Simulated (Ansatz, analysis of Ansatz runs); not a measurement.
# A hop of O in Mg2TiO4 (Imma), charge 0, part 5 of 5

How high is the barrier when O changes place in Mg2TiO4 (Imma)? The case: V_O hop (2.7 Å), charge 0, in a cell of 56 host atoms with 1 O taken out.

Ansatz 0.2.0; plane-wave PAW DFT, PBEsol; nudged elastic band between two relaxed defect structures.

So far, barrier forward (eV): step 4 (nudged elastic band, charge 0, PBEsol) 1.91; step 6 (barrier from single points, PBEsol, denser k-mesh) 1.82; step 8 (barrier from single points, LDA, LDA PBEsol, analysis of Ansatz runs) 1.58; step 10 (barrier from single points, r2SCAN) 2.13.

### 11. Single point at the top of the path, PBEsol

A single point at the top of the band gives the levels near the gap and the populations there.

This step: plane-wave PAW DFT, PBEsol; single point of a defect supercell on a structure of the PBEsol path.

The input, q0.top.probe/input.yaml:

```yaml
crystal:
  lattice:
    - [5.93160526, 5.95895149, 0.0]
    - [-5.93160526, 5.95895149, 0.0]
    - [0.0, 0.0, 8.47824647]
  atoms:
    - { symbol: Mg, position: [0.34485816, 0.34458039, 0.10559547] }
    - { symbol: Mg, position: [0.37514747, 0.87705654, 0.63533887] }
[... 5 atom lines left out ...]
    - { symbol: Mg, position: [0.77409179, 0.50667742, 0.2299264] }
[... 3 atom lines left out ...]
    - { symbol: Mg, position: [0.50619871, 0.76718223, 0.25779696] }
[... 2 atom lines left out ...]
    - { symbol: Mg, position: [0.62039076, 0.15442968, 0.36825775] }
[... 4 atom lines left out ...]
    - { symbol: Ti, position: [0.75092967, 0.77872711, 0.49300363] }
[... 3 atom lines left out ...]
    - { symbol: Ti, position: [0.47640646, 0.50839574, 0.52602496] }
[... 3 atom lines left out ...]
    - { symbol: O, position: [0.50707698, 0.7379299, 0.49823975] }
[... 6 atom lines left out ...]
    - { symbol: O, position: [0.62907569, 0.47790923, 0.39048628] }
[... 3 atom lines left out ...]
    - { symbol: O, position: [0.74382194, 0.7422372, 0.26945171] }
[... 2 atom lines left out ...]
    - { symbol: O, position: [0.76481129, 0.25551716, 0.21703078] }
[... 1 atom line left out ...]
    - { symbol: O, position: [0.2565669, 0.491737, 0.50114583] }
[... 3 atom lines left out ...]
    - { symbol: O, position: [0.49078843, 0.49195712, 0.74055171] }
[... 3 atom lines left out ...]
    - { symbol: O, position: [0.4700834, 0.25650787, 0.51824397] }
[... 2 atom lines left out ...]
    - { symbol: O, position: [0.98367274, 0.75994099, 0.4992133] }
basis:
  ecutwfc: 420
  xc_grid: 2
hamiltonian:
  xc: pbesol
kpoints:
  mp_grid: { grid: [1, 1, 1], shift: [0.25, 0.25, 0.25] }
scf:
  occupations: { method: fixed }
  max_iter: 150
output:
  forces: true
  eigenvalues: true
  eigenstates: { localisation: true }
  populations: true
  write_density: true
  write_potential: true
  volumetric_format: npy
  elf: true
checkpoint:
  write: "../q0.top.probe.run"
  compress: false
  write_wavefunctions: false
  write_every: 100000
```

Launch:

```console
$ ansatz run input.yaml --threads 4 --pin off --max-ram 14131MiB --backend cpu --events-out ev --progress --plain --runs-dir out
```

Numbers of over 12 decimals in the logs are rounded to 6 here.

Log:

```text
[...]
Crystal: 55 atoms, lattice volume = 599.347 Å³
Basis set: ecut = 420 eV, 11701 PW (Γ), exchange–correlation on 120×120×120 points (8 copies of the dense FFT grid, shifted against one another)
Bands: 276, of which v1, the nominal top of the filled ones, is band 221 counted from 1 (220 counted from 0)
Symmetry: 1 space group operations
[...]
k-points: 1
[...]
SCF iter   1: F=—  HF=-67847.557979 eV  |F-HF|=—  |Δ(HF+E_count)|=         —  Δρ=2.51e-2  dr2=6.90e0  ethr=1.77e-3  ⟨swp⟩=4.0  Hψ=950  notcnv=0  defer=49
[...]
SCF iter  21: F=-67846.979670 eV  HF=-67846.979670 eV  |F-HF|=2.23e-9  |Δ(HF+E_count)|=   4.05e-9  Δρ=1.42e-6  dr2=1.23e-8  ethr=2.26e-11  ⟨swp⟩=15.0  Hψ=2025  notcnv=0
SCF 1 converged in 21 iterations: F = -67846.979670 eV  dr2 = 1.23e-8
[...]
SCF converged after 21 iterations
Free energy (F): -67846.979670 eV
[...]
[... 6 atoms left out ...]
  atom  35  O     -0.00456453     0.01872713     0.01148801
  [... 3 atoms left out ...]
  atom  39  O     -0.00150041     0.00396064    -0.00082956
[...]
atom  42  O     -0.00023262    -0.00036641     0.00167239
[...]
atom  52  O     -0.00229770     0.00417406     0.00027912
[...]
max |Σ_I F_I| component: 2.76e-5 eV/Å
--- Band table (eV) ---
[...]
--- Löwdin populations: 55 sites ---
  site symbol       q [e]
     0     Mg      8.4152
     1     Mg      8.4244
[...]
7     Mg      8.4299
[...]
11     Mg      8.4362
[...]
14     Mg      8.4159
[...]
19     Ti     10.8394
[...]
23     Ti     10.8443
[...]
27      O      6.9848
[...]
34      O      6.8746
  [... 3 atoms left out ...]
    38      O      7.1116
  [... 2 atoms left out ...]
    41      O      7.0543
  [... 9 atoms left out ...]
    51      O      6.9641
  [... 3 atoms left out ...]
  spilling = 0.006110 (of n_electrons = 442.000000)
[key lines of the parts left out:]
Fermi energy:    10.117586 eV
```

Wall time 21 s (4 threads of Arm Neoverse V1, shared host); peak memory 1.2 GiB.

Numbers from this step:

```yaml
free_energy: -67846.9797 eV
```

From eigenstates.tsv, first k-point; energies on the run's zero. The participation number counts the atoms that a state is spread over, of 55; bands count from 0.

| spin | band | energy (eV) | occupation | participation | largest share on | share |
| --- | --- | --- | --- | --- | --- | --- |
| both | 215 | 6.669 | 2.00 | 18.1 | O49 | 0.13 |
| both | 216 | 6.717 | 2.00 | 21.0 | O33 | 0.11 |
| both | 217 | 6.738 | 2.00 | 21.9 | O38 | 0.11 |
| both | 218 | 6.795 | 2.00 | 22.0 | O49 | 0.08 |
| both | 219 | 7.087 | 2.00 | 5.8 | O35 | 0.36 |
| both | 220 | 10.118 | 2.00 | 11.1 | Ti21 | 0.17 |
| both | 221 | 10.153 | 0.00 | 11.2 | Ti21 | 0.16 |
| both | 222 | 10.451 | 0.00 | 5.8 | Ti19 | 0.29 |
| both | 223 | 10.617 | 0.00 | 13.0 | Ti18 | 0.14 |
| both | 224 | 10.707 | 0.00 | 8.9 | Ti22 | 0.24 |
| both | 225 | 10.724 | 0.00 | 9.1 | Ti24 | 0.24 |

Under PBEsol at one point at (¼, ¼, ¼), the highest filled state is spread over 11 of 55 atoms, and the lowest empty one, 0.04 eV above it, is spread over 11 of 55 atoms.

Valence electrons by atom (Löwdin), nearest atoms first, with the excess over far atoms of the same element, which can also hold differences between inequivalent host sites (the log counts sites from 0):

| atom | distance from the centre (Å) | electrons | excess |
| --- | --- | --- | --- |
| O35 | 0.28 | 6.875 | -0.159 |
| Ti24 | 1.71 | 10.844 | 0.020 |
| Mg8 | 1.84 | 8.430 | 0.002 |
| O28 | 2.34 | 6.985 | -0.049 |
| O39 | 2.42 | 7.112 | 0.078 |
| Mg12 | 2.60 | 8.436 | 0.008 |
| Ti20 | 2.67 | 10.839 | 0.015 |
| O52 | 2.73 | 6.964 | -0.069 |

Electrostatic potential energy in the ac plane at fractional y = 0.510, through the centre, with atoms of Mg and Ti and O within 0.45 Å of it. With pseudopotentials it is smooth inside the atoms' cores, unlike the true potential.

Values in eV, 13 rows by 16 columns, each cell a mean:
```
-28 -15   2 -21 -22   6  13  12  11   9   8  -5 -22  -3  -2 -24
 -6   4   8   4   3   9  12  12  10   6   5   8  11  12   9   0
-33  -6   1 -28 -31  -4   7 -12 -14   6   8   9  12  13  11 -19
-22   1   0 -32 -35  -6   3 -28 -30   4  12  12  12  13  12  -9
 12  12   9   3   2   6   4  -7  -6   7  11  12  12  12  12  12
 13  13  12  -3 -13   1 -14 -28 -26  -5  10  12  12  12  12  13
 12  11  10 -22 -35  -9 -15 -29 -26  -6   5  12  13  12  12  12
 10   7   7   4   1   9   4  -4  -2 -20 -29   1  11  11  12  12
  8   7   6   9  11  12  11  10  11  -4 -14   0  -1   3  10  11
-28   0  10  11  11  11  11  11  12  11   6 -19 -39 -23   4 -16
-25   2  12  12  11  10  10  10  11  11   7 -12 -31 -16   5 -14
 -7   3  10   9   8  10  10  10  11  12  11   7   1   6   6  -3
-30 -18   1 -26 -27   4  11  11  12  12  11 -11 -32 -10  -4 -26
```
Columns run along a (8.4 Å; values clipped at the 3rd and 97th percentile), rows up along c (8.5 Å). Atoms in or near the plane, at fractional coordinates: Mg at (0.24, 0.75), Mg at (0.77, 0.23), Ti at (0.01, 0.00), Ti at (0.48, 0.53), O at (0.24, 0.99), O at (0.01, 0.77), O at (0.63, 0.39), O at (0.26, 0.50), O at (0.77, 0.00), O at (0.49, 0.74), O at (0.00, 0.22).

ELF in the ac plane at fractional y = 0.510, through the centre, with atoms of Mg and Ti and O within 0.45 Å of it. It is the smooth field of the valence electrons, not physical close to the nuclei.

Ten even steps from '_' (0.01) to '@' (0.83), each cell a mean:
```
--**====@@####@@%%--________..++@@@@%%@@%%--++**
**++..--%%@@@@@@**..__________..**@@@@@@##::::++
==--::..==****++::__..--==::____..++##**--..::--
%%%%**::__....____::**%%%%**..____..::..__::**%%
**@@@@--..====--__++@@@@@@@@**..________..++@@%%
==%%@@--------==..##@@####@@%%==________::**@@%%
@@@@%%::::====--..##@@####@@%%==..______..**@@@@
@@%%++..__::::....++%%%%@@%%##--________..==##@@
++==..__..::::::....::====--::..__________..==++
..____..**@@@@%%--..****++--__________________..
____..++@@@@@@@@**--**::++##....::..____________
____::##@@%%**%%##--**::==**::++**++::__________
____..**@@@@##@@##::**##++==**@@@@##==..________
______::##@@@@@@##..::==--**@@%%@@@@**..________
::..____::**##**==..__..==@@%%##@@@@++..____..::
##++..____..::::..____::**@@@@@@@@**..____::++##
@@@@**::______________::++##@@@@++::----..::%%@@
%%@@@@++..____________..--++**==..----==::--@@@@
++%%@@++..______________....::__..==--------@@%%
%%@@%%--__________________________::====..--@@@@
##**==....--====::____________............::++**
==::....++%%%%%%**::__________--**%%%%##++....--
****::--@@@@@@@@%%==________..++%%@@@@@@%%::--**
..++++==@@****@@%%==________..**@@@@**%%@@--++++
```
Columns run along a (8.4 Å), rows up along c (8.5 Å). Atoms in or near the plane, at fractional coordinates: Mg at (0.24, 0.75), Mg at (0.77, 0.23), Ti at (0.01, 0.00), Ti at (0.48, 0.53), O at (0.24, 0.99), O at (0.01, 0.77), O at (0.63, 0.39), O at (0.26, 0.50), O at (0.77, 0.00), O at (0.49, 0.74), O at (0.00, 0.22).

Valence density in the ac plane at fractional y = 0.510, through the centre, with atoms of Mg and Ti and O within 0.45 Å of it. It is the smooth field of the valence electrons, not physical close to the nuclei.

Ten steps, logarithmic in the rise over the least value, from '_' (0 e/Å³) to '@' (22 e/Å³), each cell a mean:
```
%%##==--++**##++::____________..--++****==::++##
**++::::--++++--..____________..::--====::..--++
--::......::::....______________....::........--
++==::....::::..____..::::::..____________..::==
##**--..--####==....--++++--::____________..--**
##**==::++@@@@##::::++**##++::..__________..==**
**++--..==%%%%++..::++****++::____________..--++
--::..__..====::..::--++++--..______________..::
....______..........::----::..________________..
________..::--::::::++**++--..__________________
______..--++**++--==##%%##++::__________________
______..==**##**====##%%##++::::..______________
______..--****++----++****======--..____________
______..::====--::..::----==++**++::..__________
________..........____..::==**##++--..__________
......__________________..--++++==::..______....
==--::..__________________..::--::--++==....::--
**++--..____________________....::**@@%%==::--++
##**--..________________________..##@@@@++::==**
**++::..__________________________==##**--::--++
==--....__....____________________..::::....::--
==--....::::::::..______________..::----::..::--
##++--::--++++==::____________..::==++++--::--**
%%##==--++####++::..__________..--**##**==--++##
```
Columns run along a (8.4 Å), rows up along c (8.5 Å). Atoms in or near the plane, at fractional coordinates: Mg at (0.24, 0.75), Mg at (0.77, 0.23), Ti at (0.01, 0.00), Ti at (0.48, 0.53), O at (0.24, 0.99), O at (0.01, 0.77), O at (0.63, 0.39), O at (0.26, 0.50), O at (0.77, 0.00), O at (0.49, 0.74), O at (0.00, 0.22).

The distance between the highest filled and the lowest empty level goes from 0.54 eV at the start to 0.04 eV at the top.

### 12. Summary of results

```
barrier forward                                   : 1.91 eV (in doubt, see below)
barrier backward                                  : 1.84 eV
end less start                                    : 0.06 eV
hop length                                        : 2.63 Å
band iterations, as the log counts them           : 23
barrier from single points, PBEsol, denser k-mesh : 1.82 eV (in doubt, see below)
barrier from single points, LDA                   : 1.58 eV (in doubt, see below)
barrier from single points, r2SCAN                : 2.13 eV (in doubt, see below)
```

The top of the band lies 1.91 eV above the start and 1.84 eV above the end. The path has 2 maxima, and only the highest was climbed. On the mesh of more k-points the top lies 1.82 eV above the start and 1.72 eV above the end, so the band's own sampling is not converged. At the top filled and empty levels lie only 0.04 eV apart, so levels nearly cross there, and the barrier leans on occupations and spin. At the top O35 stands 1.74 Å from its nearest Ti, 0.17 Å closer than at the start. Across functionals on this path (PBEsol 1.909, LDA 1.581 and r2SCAN 2.129 eV) the forward values spread by 0.548 eV. The order of the top as a saddle was not checked for all atoms, so a bent path could be lower. Keep in mind: one k-point off the zone centre stands for the whole zone; periodic copies of the defect are only 8.4 Å apart.

[Logs are printed without paths, hosts, clocks, repeated set-up lines and the standing remarks that a program may print on its own settings, such as how far it seeks lower states.]

[Hosts, paths, dates, database ids (printed as entryN), source tags and the programs' standing remarks are cut or masked in the printed files.]
